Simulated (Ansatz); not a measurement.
**The 1T-PtSe2 monolayer between two gates**

Aim: charge, voltage and capacitance of the 1T-PtSe2 monolayer in a field-effect set-up.

Program: Ansatz 0.2.0. Level of theory: plane-wave DFT, PBE-D3(BJ), Ansatz PAW. Results are calculated unless marked as measured.

## 1. Set-up

The cell holds 3 atoms: 2 Se and 1 Pt. Its edges and angles: a = 3.750 Å, b = 3.750 Å, c = 35.568 Å, α = 90.0°, β = 90.0°, γ = 120.0°. Vacuum lies along c.

## 2. Relaxation

The starting cell is a guess, so the in-plane lattice and the atoms are relaxed first, with the slab cut off from its images along the normal.

The input, input.yaml:

```yaml
crystal:
  lattice:
    - [3.75, 0.0, 0.0]
    - [-1.875, 3.2475952642, 0.0]
    - [0.0, 0.0, 35.5677177975]
  atoms:
    - { symbol: Se, position: [0.6666666667, 0.3333333333, 0.4681211231] }
    - { symbol: Pt, position: [0.0, 0.0, 0.5] }
    - { symbol: Se, position: [0.3333333333, 0.6666666667, 0.5318788769] }
  periodic: [true, true, false]
kpoints:
  mp_grid: { grid: [12, 12, 1] }
hamiltonian:
  xc: pbe
  dispersion: d3bj
scf:
  occupations: { method: fermi_dirac, width: 0.05 }
  convergence: { dr2_threshold: 1.0e-09 }
relax:
  f_tol: 0.004
  max_steps: 90
  cell: {}
output:
  write_potential: true
  write_density: true
  volumetric_format: npy
```

Started as:

```console
$ ansatz run input.yaml --threads 4 --pin off --max-ram 16384MiB --backend cpu --events-out ev --progress --plain --runs-dir out
```

Numbers of over 12 decimals in the logs are rounded to 6 here.

The log of the run:

```text
Warning: relax.cell: scf.convergence.dr2_threshold = 1e-9 eV is looser than the 1.99339654321e-10 eV advised for a relaxation that steers and ends on the stress (1e-10 eV for each atom of the cell: 3, times the square of relax.cell.stress_2d_tol = 0.05 N/m over 12.3 Å (the atoms' height at the walk's start and 5 Å past either face), 4.076e-2 GPa, over a crystal's default 0.05). What an SCF threshold leaves in a stress goes as its square root, and in the free energy as the threshold itself, and one threshold admits the most on a small cell: [figures from the program's tests cut] Set scf.convergence.dr2_threshold to 1.99339654321e-10 eV or tighter. [rest of the remark cut]
Engine: ansatz 0.2.0, aarch64-unknown-linux-gnu
Pseudopotentials: kind: paw
Pseudopotential: Se, paw, valence charge 16, recommended cutoff 420 eV (normal), Se.paw.azcp
Pseudopotential: Pt, paw, valence charge 18, recommended cutoff 420 eV (normal), Pt.paw.azcp
Functional definition: PBE
  parameter kappa = 0.804
  parameter beta = 0.066725
  exchange = pbe_x(kappa = kappa, mu = beta*pi^2/3)
  correlation = pbe_c(beta = beta)
Crystal: 3 atoms, lattice volume = 433.161 Å³
Basis set: ecut = 420 eV, 8519 PW (Γ), exchange–correlation on 54×54×480 points (8 copies of the dense FFT grid, shifted against one another)
Bands: 30, of which v1, the nominal top of the filled ones, is band 25 counted from 1 (24 counted from 0)
Symmetry: 12 space group operations
Space group: P-3m1 (ITA 164), of the structure as read, at distance tolerance 7.6e-5 Å
k-points: 19 of 144
Non-local potential: Se, projectors of the file, l = 0: 2, l = 1: 2, l = 2: 3, l = 3: 1
Non-local potential: Pt, projectors of the file, l = 0: 3, l = 1: 2, l = 2: 2, l = 3: 1
PAW form: soft (Blöchl's): semilocal exchange-correlation on the pseudo side does not see the compensation charge
PAW one-centre angular grid: Se, 590 points (default); XC on 64 Gauss nodes
PAW one-centre angular grid: Pt, 590 points (default); XC on 64 Gauss nodes
Initial density: superposition of atomic densities (neutral atoms: chi_scale 0, normalization atom), corrected by the library's trained network
Initial wavefunctions: pseudopotential atomic-orbital guess
Functional: x = pbe(κ = 0.804, μ = 0.219515), c = pbe(β = 0.066725)
SCF iter   1: F=—  HF=-23462.901114 eV  |F-HF|=—  |Δ(HF+E_count)|=         —  Δρ=1.40e-3  dr2=9.14e-3  ethr=1.77e-3  ⟨swp⟩=13.9  Hψ=3775  notcnv=0
preconditioner: auto → Resta (q_TF=auto, 1.904 Å⁻¹)  ε∞=1.7  [insulator: Δε(μ)=1.153 eV  Ē_g=9.910 eV  σ=0.050 eV  W_gap=1.00  n_scr=20 (ndim 8)  ℏωp=8.4 eV  f_vac=0.830  D(μ)=0.00/eV (n_scr^D=0)  ε∞_Penn≈1.7  vacuum switching on, ρ_ref=7.1e-3 e/Å³]
SCF iter   2: F=—  HF=-23462.892899 eV  |F-HF|=—  |Δ(HF+E_count)|=   8.21e-3  Δρ=5.61e-4  dr2=9.16e-4  ethr=1.83e-5  ⟨swp⟩=4.1  Hψ=1653  notcnv=0  defer=6
SCF iter   3: F=—  HF=-23462.893001 eV  |F-HF|=—  |Δ(HF+E_count)|=   1.02e-4  Δρ=1.41e-4  dr2=4.59e-5  ethr=1.83e-6  ⟨swp⟩=3.0  Hψ=990  notcnv=0  defer=6
SCF iter   4: F=—  HF=-23462.893049 eV  |F-HF|=—  |Δ(HF+E_count)|=   4.84e-5  Δρ=4.15e-5  dr2=8.52e-6  ethr=9.17e-8  ⟨swp⟩=3.1  Hψ=1305  notcnv=0  defer=6
SCF iter   5: F=—  HF=-23462.893054 eV  |F-HF|=—  |Δ(HF+E_count)|=   4.45e-6  Δρ=2.66e-5  dr2=4.55e-6  ethr=1.70e-8  ⟨swp⟩=4.1  Hψ=1416  notcnv=0  defer=6
SCF iter   6: F=—  HF=-23462.893116 eV  |F-HF|=—  |Δ(HF+E_count)|=   6.25e-5  Δρ=1.15e-5  dr2=7.81e-7  ethr=9.11e-9  ⟨swp⟩=2.0  Hψ=673  notcnv=0  defer=6
SCF iter   7: F=—  HF=-23462.893116 eV  |F-HF|=—  |Δ(HF+E_count)|=   6.46e-8  Δρ=2.87e-6  dr2=5.22e-8  ethr=1.56e-9  ⟨swp⟩=3.0  Hψ=891  notcnv=0  defer=6
SCF iter   8: F=—  HF=-23462.893116 eV  |F-HF|=—  |Δ(HF+E_count)|=   5.07e-9  Δρ=4.76e-7  dr2=1.45e-9  ethr=1.04e-10  ⟨swp⟩=2.8  Hψ=944  notcnv=0  defer=6
SCF iter   9: F=-23462.893116 eV  HF=-23462.893116 eV  |F-HF|=3.49e-10  |Δ(HF+E_count)|=  6.69e-10  Δρ=8.37e-8  dr2=3.68e-11  ethr=2.00e-12  ⟨swp⟩=12.5  Hψ=4295  notcnv=0
SCF 1 converged in 9 iterations: F = -23462.893116 eV  dr2 = 3.68e-11
  greatest PAW one-centre occupation: 1.000 electrons in one spin orbital (limit 2), on the Pt atom at site 1 (counted from 0), in its partial waves of l = 0
relax step   1: F+E_penalty+E_count = -23462.89311617 eV  Δ(F+E_penalty+E_count) = +0.000e0 eV  max|allowed force component| = 2.134e0 eV/Å  Δτ_max = 0.0000 Å  P = +5.448 N/m  Ω = 433.161 Å³  fix = [c, alpha, beta]  reactions: c +0.000 N/m  (9 SCF iters, accepted)
Crystal: 3 atoms, lattice volume = 434.381 Å³
Initial density: handed on by an earlier stage of this run
Initial wavefunctions: those handed on with the density
iter 1 solved again at ethr=1.21e-4 eV; its pass at ethr=3.10e-3 eV (dr2=6.06e-2 eV) is discarded
SCF iter   1: F=—  HF=-23463.233078 eV  |F-HF|=—  |Δ(HF+E_count)|=         —  Δρ=5.00e-3  dr2=6.14e-2  ethr=1.21e-4  ⟨swp⟩=2.8  Hψ=3756  notcnv=0
preconditioner: auto → Resta (q_TF=auto, 1.903 Å⁻¹)  ε∞=1.8  [insulator: Δε(μ)=1.348 eV  Ē_g=9.231 eV  σ=0.050 eV  W_gap=1.00  n_scr=20 (ndim 8)  ℏωp=8.4 eV  f_vac=0.819  D(μ)=0.00/eV (n_scr^D=0)  ε∞_Penn≈1.8  vacuum switching on, ρ_ref=6.2e-3 e/Å³]
SCF iter   2: F=—  HF=-23463.225701 eV  |F-HF|=—  |Δ(HF+E_count)|=   7.38e-3  Δρ=2.76e-3  dr2=2.36e-2  ethr=1.21e-4  ⟨swp⟩=3.9  Hψ=1255  notcnv=0
SCF iter   3: F=—  HF=-23463.227294 eV  |F-HF|=—  |Δ(HF+E_count)|=   1.59e-3  Δρ=1.81e-3  dr2=2.20e-2  ethr=4.72e-5  ⟨swp⟩=2.9  Hψ=984  notcnv=0
SCF iter   4: F=—  HF=-23463.224119 eV  |F-HF|=—  |Δ(HF+E_count)|=   3.17e-3  Δρ=3.60e-4  dr2=4.08e-4  ethr=4.39e-5  ⟨swp⟩=2.9  Hψ=1004  notcnv=0  defer=3
SCF iter   5: F=—  HF=-23463.224147 eV  |F-HF|=—  |Δ(HF+E_count)|=   2.80e-5  Δρ=8.48e-5  dr2=2.54e-5  ethr=8.15e-7  ⟨swp⟩=3.4  Hψ=1043  notcnv=0  defer=3
SCF iter   6: F=—  HF=-23463.224110 eV  |F-HF|=—  |Δ(HF+E_count)|=   3.69e-5  Δρ=1.84e-5  dr2=2.62e-6  ethr=5.09e-8  ⟨swp⟩=3.4  Hψ=1126  notcnv=0  defer=3
SCF iter   7: F=—  HF=-23463.224169 eV  |F-HF|=—  |Δ(HF+E_count)|=   5.86e-5  Δρ=6.64e-6  dr2=2.47e-7  ethr=5.23e-9  ⟨swp⟩=3.7  Hψ=1255  notcnv=0  defer=3
SCF iter   8: F=—  HF=-23463.224169 eV  |F-HF|=—  |Δ(HF+E_count)|=   1.54e-7  Δρ=1.90e-6  dr2=2.27e-8  ethr=4.93e-10  ⟨swp⟩=2.9  Hψ=883  notcnv=0  defer=3
SCF iter   9: F=-23463.224169 eV  HF=-23463.224169 eV  |F-HF|=6.48e-10  |Δ(HF+E_count)|=   6.79e-9  Δρ=3.67e-7  dr2=8.40e-10  ethr=2.00e-12  ⟨swp⟩=10.9  Hψ=4794  notcnv=0
SCF 2 converged in 9 iterations: F = -23463.224169 eV  dr2 = 8.40e-10
relax step   2: F+E_penalty+E_count = -23463.22416889 eV  Δ(F+E_penalty+E_count) = -3.311e-1 eV  max|allowed force component| = 3.425e-1 eV/Å  Δτ_max = 0.1948 Å  P = -2.085 N/m  Ω = 434.381 Å³  energy of the carried Pulay correction = -3.882e-5 eV  fix = [c, alpha, beta]  reactions: c -0.000 N/m  (9 SCF iters, accepted)
Crystal: 3 atoms, lattice volume = 434.011 Å³
iter 1 solved again at ethr=2.53e-6 eV; its pass at ethr=3.10e-3 eV (dr2=1.26e-3 eV) is discarded
SCF iter   1: F=—  HF=-23463.235598 eV  |F-HF|=—  |Δ(HF+E_count)|=         —  Δρ=6.69e-4  dr2=1.17e-3  ethr=2.53e-6  ⟨swp⟩=3.1  Hψ=2979  notcnv=0
preconditioner: auto → Resta (q_TF=auto, 1.903 Å⁻¹)  ε∞=1.8  [insulator: Δε(μ)=1.414 eV  Ē_g=9.285 eV  σ=0.050 eV  W_gap=1.00  n_scr=20 (ndim 8)  ℏωp=8.4 eV  f_vac=0.822  D(μ)=0.00/eV (n_scr^D=0)  ε∞_Penn≈1.8  vacuum switching on, ρ_ref=6.3e-3 e/Å³]
SCF iter   2: F=—  HF=-23463.235456 eV  |F-HF|=—  |Δ(HF+E_count)|=   1.42e-4  Δρ=3.71e-4  dr2=4.72e-4  ethr=2.35e-6  ⟨swp⟩=3.4  Hψ=1064  notcnv=0
SCF iter   3: F=—  HF=-23463.235462 eV  |F-HF|=—  |Δ(HF+E_count)|=   6.07e-6  Δρ=2.45e-4  dr2=3.68e-4  ethr=9.45e-7  ⟨swp⟩=2.8  Hψ=879  notcnv=0
SCF iter   4: F=—  HF=-23463.235416 eV  |F-HF|=—  |Δ(HF+E_count)|=   4.66e-5  Δρ=4.67e-5  dr2=7.22e-6  ethr=7.36e-7  ⟨swp⟩=2.8  Hψ=826  notcnv=0
SCF iter   5: F=—  HF=-23463.235402 eV  |F-HF|=—  |Δ(HF+E_count)|=   1.38e-5  Δρ=1.23e-5  dr2=6.65e-7  ethr=1.44e-8  ⟨swp⟩=3.6  Hψ=1112  notcnv=0
SCF iter   6: F=—  HF=-23463.235461 eV  |F-HF|=—  |Δ(HF+E_count)|=   5.92e-5  Δρ=3.00e-6  dr2=7.97e-8  ethr=1.33e-9  ⟨swp⟩=3.2  Hψ=992  notcnv=0
SCF iter   7: F=—  HF=-23463.235461 eV  |F-HF|=—  |Δ(HF+E_count)|=   2.20e-8  Δρ=1.31e-6  dr2=1.51e-8  ethr=1.59e-10  ⟨swp⟩=3.9  Hψ=1249  notcnv=0
SCF iter   8: F=-23463.235461 eV  HF=-23463.235461 eV  |F-HF|=8.88e-10  |Δ(HF+E_count)|=   5.69e-9  Δρ=2.69e-7  dr2=4.05e-10  ethr=2.00e-12  ⟨swp⟩=10.4  Hψ=4446  notcnv=0
SCF 3 converged in 8 iterations: F = -23463.235461 eV  dr2 = 4.05e-10
relax step   3: F+E_penalty+E_count = -23463.23546122 eV  Δ(F+E_penalty+E_count) = -1.129e-2 eV  max|allowed force component| = 4.246e-2 eV/Å  Δτ_max = 0.0263 Å  P = -1.254 N/m  Ω = 434.011 Å³  energy of the carried Pulay correction = -2.709e-5 eV  fix = [c, alpha, beta]  reactions: c -0.000 N/m  (8 SCF iters, accepted)
[...]
relax step   4: F+E_penalty+E_count = -23463.24517751 eV  Δ(F+E_penalty+E_count) = -9.716e-3 eV  max|allowed force component| = 1.199e-2 eV/Å  Δτ_max = 0.0114 Å  P = -0.403 N/m  Ω = 427.272 Å³  energy of the carried Pulay correction = +1.890e-4 eV  fix = [c, alpha, beta]  reactions: c -0.000 N/m  (8 SCF iters, accepted)
[...]
relax step   5: F+E_penalty+E_count = -23463.24687179 eV  Δ(F+E_penalty+E_count) = -1.694e-3 eV  max|allowed force component| = 1.472e-3 eV/Å  Δτ_max = 0.0109 Å  P = +0.013 N/m  Ω = 423.164 Å³  energy of the carried Pulay correction = +3.224e-4 eV  fix = [c, alpha, beta]  reactions: c +0.000 N/m  (7 SCF iters, accepted)
Basis set: ecut = 420 eV, 8303 PW (Γ), exchange–correlation on 50×50×480 points (8 copies of the dense FFT grid, shifted against one another)
Initial wavefunctions: pseudopotential atomic-orbital guess (no wavefunctions were taken with the density)
iter 1 solved again at ethr=5.27e-7 eV; its pass at ethr=3.10e-3 eV (dr2=2.64e-4 eV) is discarded
SCF iter   1: F=—  HF=-23463.246551 eV  |F-HF|=—  |Δ(HF+E_count)|=         —  Δρ=1.66e-5  dr2=1.89e-7  ethr=5.27e-7  ⟨swp⟩=6.1  Hψ=5794  notcnv=0
eigensolver tolerance schedule: the retry pair's looser diagonalisation over-reported the residual by 1393.43 of it (diagonalisation noise at 0.31 of the residual, at the tolerance the schedule requests for it); recorded, not acted on — ethr = c·dr2/N_el stays at c = 1.0e-1
preconditioner: auto → Resta (q_TF=auto, 1.911 Å⁻¹)  ε∞=1.8  [insulator: Δε(μ)=1.379 eV  Ē_g=9.367 eV  σ=0.050 eV  W_gap=1.00  n_scr=20 (ndim 8)  ℏωp=8.5 eV  f_vac=0.820  D(μ)=0.00/eV (n_scr^D=0)  ε∞_Penn≈1.8  vacuum switching on, ρ_ref=6.4e-3 e/Å³]
SCF iter   2: F=—  HF=-23463.246571 eV  |F-HF|=—  |Δ(HF+E_count)|=   2.01e-5  Δρ=8.21e-6  dr2=5.18e-8  ethr=3.78e-10  ⟨swp⟩=4.8  Hψ=1710  notcnv=0
SCF iter   3: F=—  HF=-23463.246571 eV  |F-HF|=—  |Δ(HF+E_count)|=   3.83e-8  Δρ=3.35e-6  dr2=6.86e-8  ethr=1.04e-10  ⟨swp⟩=3.0  Hψ=1247  notcnv=0
SCF iter   4: F=—  HF=-23463.246571 eV  |F-HF|=—  |Δ(HF+E_count)|=   1.07e-8  Δρ=1.03e-6  dr2=1.18e-9  ethr=1.04e-10  ⟨swp⟩=3.2  Hψ=946  notcnv=0
SCF iter   5: F=-23463.246571 eV  HF=-23463.246571 eV  |F-HF|=8.73e-11  |Δ(HF+E_count)|=   1.48e-9  Δρ=2.56e-7  dr2=8.86e-11  ethr=2.00e-12  ⟨swp⟩=17.2  Hψ=4580  notcnv=0
SCF 6 converged in 5 iterations: F = -23463.246571 eV  dr2 = 8.86e-11
relax step   6: F+E_penalty+E_count = -23463.24657074 eV  Δ(F+E_penalty+E_count) = +3.011e-4 eV  max|allowed force component| = 1.563e-3 eV/Å  Δτ_max = 0.0000 Å  P = +0.012 N/m  Ω = 423.164 Å³  fix = [c, alpha, beta]  reactions: c +0.000 N/m  stress off target by 1.22e-2 N/m on what of the cell is left free  SCF on the basis re-selected at this cell (its energy is not comparable with the rows above)  (5 SCF iters)
basis re-selected at this cell: Δ(F+E_penalty+E_count) = +3.011e-4 eV, ΔP = -0.001 N/m vs the last step (what re-selecting the basis moved, of the pressure what is left beyond the Pulay correction that the steps carried, after the strain that the cell walked since its last selection, with what the two solves' SCF thresholds leave and, on support functions, any second-order correction that the steps lacked; it is no measure of the basis error at this ecutwfc). The dense FFT grid was sized anew with the basis: this SCF ran on 25×25×240 points, the steps before it on 27×27×240, so part of this shift can come from that change (see relax.cell in the input reference). [rest of the remark cut]
SCF converged after 5 iterations
Free energy (F): -23463.246571 eV
Harris-Foulkes:  -23463.246571 eV  (|F-HF|=8.73e-11)
Internal energy: -23463.246570 eV  (E = F + TS)
E sigma→0 (E₀):  -23463.246571 eV
Entropy (-TS):   -0.000000 eV (-0.000 meV/atom)
Fermi energy:    -4.941990 eV
--- Per-component energies (eV) ---
  E_band       = -1846.878334
  E_kinetic    = 873.346212
  E_local      = -150353.707818  (includes V_loc(G=0)·N_el)
  E_nonlocal   = -990.959614
  E_hartree    = 74488.021943
  E_xc         = -469.810391
  E_vxc        = -498.652863  (∫ρ·V_xc dr)
  E_paw        = -13277.691160  (= ΣΔE_a)
  E_vpaw       = 147.052081  (= ΣTr[D̂ρ^β])
  E_aug_tail   = -0.000983  (compensation charges beyond the density's cutoff)
  E_ewald      = 66268.451109
  E_disp       = -0.895868  (pairwise vdW)
  E_smearing   = -0.000000  (= −TS)
  E_closure    = -0.000000  (closes the sum)
  Σ components = -23463.246571   (vs F -23463.246571, Δ=0.00e0)
--- Forces (eV/Å), atoms counted from 1 ---
  atom   1  Se    -0.00000000     0.00000000    -0.00156299
  atom   2  Pt    -0.00000000     0.00000000     0.00000000
  atom   3  Se    -0.00000000     0.00000000     0.00156299
  max |Σ_I F_I| component: 1.04e-17 eV/Å
--- 2D stress c σ (N/m, compression-positive) ---
        0.012201       0.000000       0.000000
        0.000000       0.012201      -0.000000
        0.000000      -0.000000       0.000000
  P = ½ c Tr σ = 0.0122 N/m
--- Band table (eV; the first three rows and the last of 19) ---
  k-point 0: bands = [... 21 lower, -6.9569, -6.3278, -5.6532, -5.6532, -2.6882, -2.6882, -1.1462, -0.4468, ... 1 higher]
  k-point 1: bands = [... 21 lower, -7.1963, -6.1966, -5.7138, -5.6491, -3.1882, -2.8023, -0.8886, -0.3252, ... 1 higher]
  k-point 2: bands = [... 21 lower, -7.6440, -5.9421, -5.8567, -5.7196, -4.0181, -3.0090, -0.3471, -0.0400, ... 1 higher]
  k-point 18: bands = [... 21 lower, -8.1864, -7.9631, -6.6346, -6.6346, -3.8765, -3.8765, 0.3941, 2.4579, ... 1 higher]
  the weakly bound empty levels are not read free of the cell's end (no_gap_told)
--- Relaxed structure (5 steps of the walk, 5 accepted, 1 SCFs on fresh bases) ---
  F+E_penalty+E_count = -23463.24657074 eV   max|allowed force component| = 1.563e-3 eV/Å   (the final SCF, on the basis selected at the relaxed cell)
  cell:  # Å, volume = 423.1638 Å³
    - [3.706474, 0, 0]
    - [-1.853237, 3.209901, 0]
    - [0, 0, 35.5677177975]
  atoms:
    - { symbol: Se, position: [0.666667, 0.333333, 0.462755] }
    - { symbol: Pt, position: [0, 0, 0.500000] }
    - { symbol: Se, position: [0.333333, 0.666667, 0.537245] }
```

It took 26 s on 4 threads of Arm Neoverse V1, shared host; peak memory 0.83 GiB.

Step by step:

```tsv
step	energy less that of the first step (eV)	largest force component (eV/Å)	volume (Å³)
1	0.0000	2.1337	433.16
2	-0.3311	0.3425	434.38
3	-0.3423	0.0425	434.01
4	-0.3521	0.0120	427.27
5	-0.3538	0.0015	423.16
6*	-0.3535	0.0016	423.16
```

Relaxation steps marked * repeat the geometry before them on a plane-wave basis chosen anew for their cell, so energy and pressure can jump there.

Forces are held to the 12 operations that the run works with; a distortion that breaks them can't arise in this run.

```tsv
cell as run	before	after	change
a (Å)	3.750	3.706	-1.2 %
b (Å)	3.750	3.706	-1.2 %
```

The atoms that moved most (Å, along periodic axes as changes of fractional coordinates times the final cell, across vacuum about the mean position):

```tsv
atom	dx	dy	dz	length
Se1	0.000	0.000	-0.191	0.191
Se3	0.000	0.000	0.191	0.191
```

Final coordinates:

```xyz
3
Lattice="3.7065 0.0000 0.0000 -1.8532 3.2099 0.0000 0.0000 0.0000 35.5677" Properties=species:S:1:pos:R:3
Se    1.8532    1.0700   16.4591
Pt    0.0000    0.0000   17.7839
Se    0.0000    2.1399   19.1086
```

The lattice constant a goes from 3.750 to 3.706 Å.

[end of part 1 of 4]

[Logs are printed without paths, hosts, clocks, repeated set-up lines and the standing remarks that a program may print on its own settings, such as how far it seeks lower states.]

[Hosts, paths, dates, database ids (printed as entryN), source tags and the programs' standing remarks are cut or masked in the printed files.]

[Maps of the electrostatic potential energy from Ansatz leave out the sawtooth potential of an applied field or a dipole correction, so their vacuum need not be flat; planar profiles and work functions include it.]
